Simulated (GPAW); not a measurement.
Consider KMnF3 (Pm-3m).

```xyz
10
Lattice="4.1893 4.1893 0.0000 0.0000 4.1893 4.1893 4.1893 0.0000 4.1893" Properties=species:S:1:pos:R:3 pbc="T T T"
Mn    0.0000    0.0000    0.0000
Mn    4.1893    4.1893    4.1893
K     2.0947    2.0947    2.0947
K     6.2840    6.2840    6.2840
F     4.1893    4.1893    2.0947
F     4.1893    4.1893    6.2840
F     4.1893    2.0947    4.1893
F     4.1893    6.2840    4.1893
F     2.0947    4.1893    4.1893
F     6.2840    4.1893    4.1893
```

Absorber: atom 1, with 6 F at 2.09 Å (octahedral, site symmetry m-3m). Method: GPAW, LDA + U (Mn 4 eV), full core hole (charged cell), 10-atom cell with 5.9 Å between holes, 4×4×4 k points, dipole transitions, Gaussian full width 1.16 eV up to 4 eV, rising linearly to 3.5 eV at 25 eV.

Where do the maxima of the Mn K edge fall?

Main maxima up to 30 eV above the zero (height): 7.1 eV (0.96), 12.3 eV (3.02), 19.5 eV (1.24) and 25.4 eV (1.08). A K edge sees empty p states. The first eV above the zero hold little dipole weight, as the lowest empty bands are of d character; the main edge, of 4p character, rises through 0.6 near 6 eV above the zero. The total-energy difference plus the lowest empty eigenvalue puts the zero at 6520.20 eV. The tabulated edge of the element is 6539 eV. The functional and the charged cell's background leave an error in such absolute values: in the free atom LDA prices this hole 15.4 eV below PBE (computed apart), and PBE is itself good to a few eV.

The Mn K spectrum (energy from the lowest empty level; intensity scaled to a mean of 1 over the first 20 eV):

| E (eV) | intensity |
| --- | --- |
| -2.0 | 0.00 |
| -1.0 | 0.00 |
| 0.0 | 0.01 |
| 1.0 | 0.01 |
| 2.0 | 0.00 |
| 3.0 | 0.01 |
| 4.0 | 0.07 |
| 5.0 | 0.35 |
| 6.0 | 0.77 |
| 7.0 | 0.96 |
| 8.0 | 0.82 |
| 9.0 | 0.74 |
| 10.0 | 1.18 |
| 11.0 | 2.29 |
| 12.0 | 2.98 |
| 13.0 | 2.73 |
| 14.0 | 1.87 |
| 15.0 | 1.16 |
| 16.0 | 0.69 |
| 17.0 | 0.61 |
| 18.0 | 0.90 |
| 19.0 | 1.20 |
| 20.0 | 1.18 |
| 21.0 | 0.89 |
| 22.0 | 0.67 |
| 23.0 | 0.71 |
| 24.0 | 0.91 |
| 25.0 | 1.07 |
| 26.0 | 1.05 |
| 27.0 | 0.88 |
| 28.0 | 0.67 |
| 29.0 | 0.52 |
| 30.0 | 0.47 |
| 31.0 | 0.48 |
| 32.0 | 0.50 |

The hole lies in one spin channel, while the script sums the empty states of both and takes the lower zero; where the two channels are split, this blurs and shifts the curve. Quadrupole 1s→3d transitions, which feed the pre-edge, are not in the dipole spectrum. The spins start antiferromagnetically in a simple order, which needn't be the measured one; gap and edge can depend on it. The holes are only 5.9 Å apart, so the shape is probably not converged with cell size; no larger cell was run here. The mesh is coarse (0.32 Å⁻¹ between points), so small maxima may be mesh ripples. Lifetime broadening is put in by hand, and intensities beyond about 20 eV depend on it and on the partial waves; weight that the partial waves miss at high energy is lost. The structure is a published determination, not relaxed.

[Banner, clock and machine lines of the logs are left out without a mark of their own.]

[Logs are printed without paths, hosts, clocks, repeated set-up lines and the standing remarks that a program may print on its own settings, such as how far it seeks lower states.]

[Hosts, paths, dates, database ids (printed as entryN), source tags and the programs' standing remarks are cut or masked in the printed files.]

[Lists of maxima count a maximum above −3 eV only where it reaches 4 % of the highest in the window and stands out from its surroundings by 2 % of it (1.5 % where it reaches 55 %); shoulders and weaker maxima are passed over, and of the rest the first, up to two pre-edge ones and the few strongest are named.]
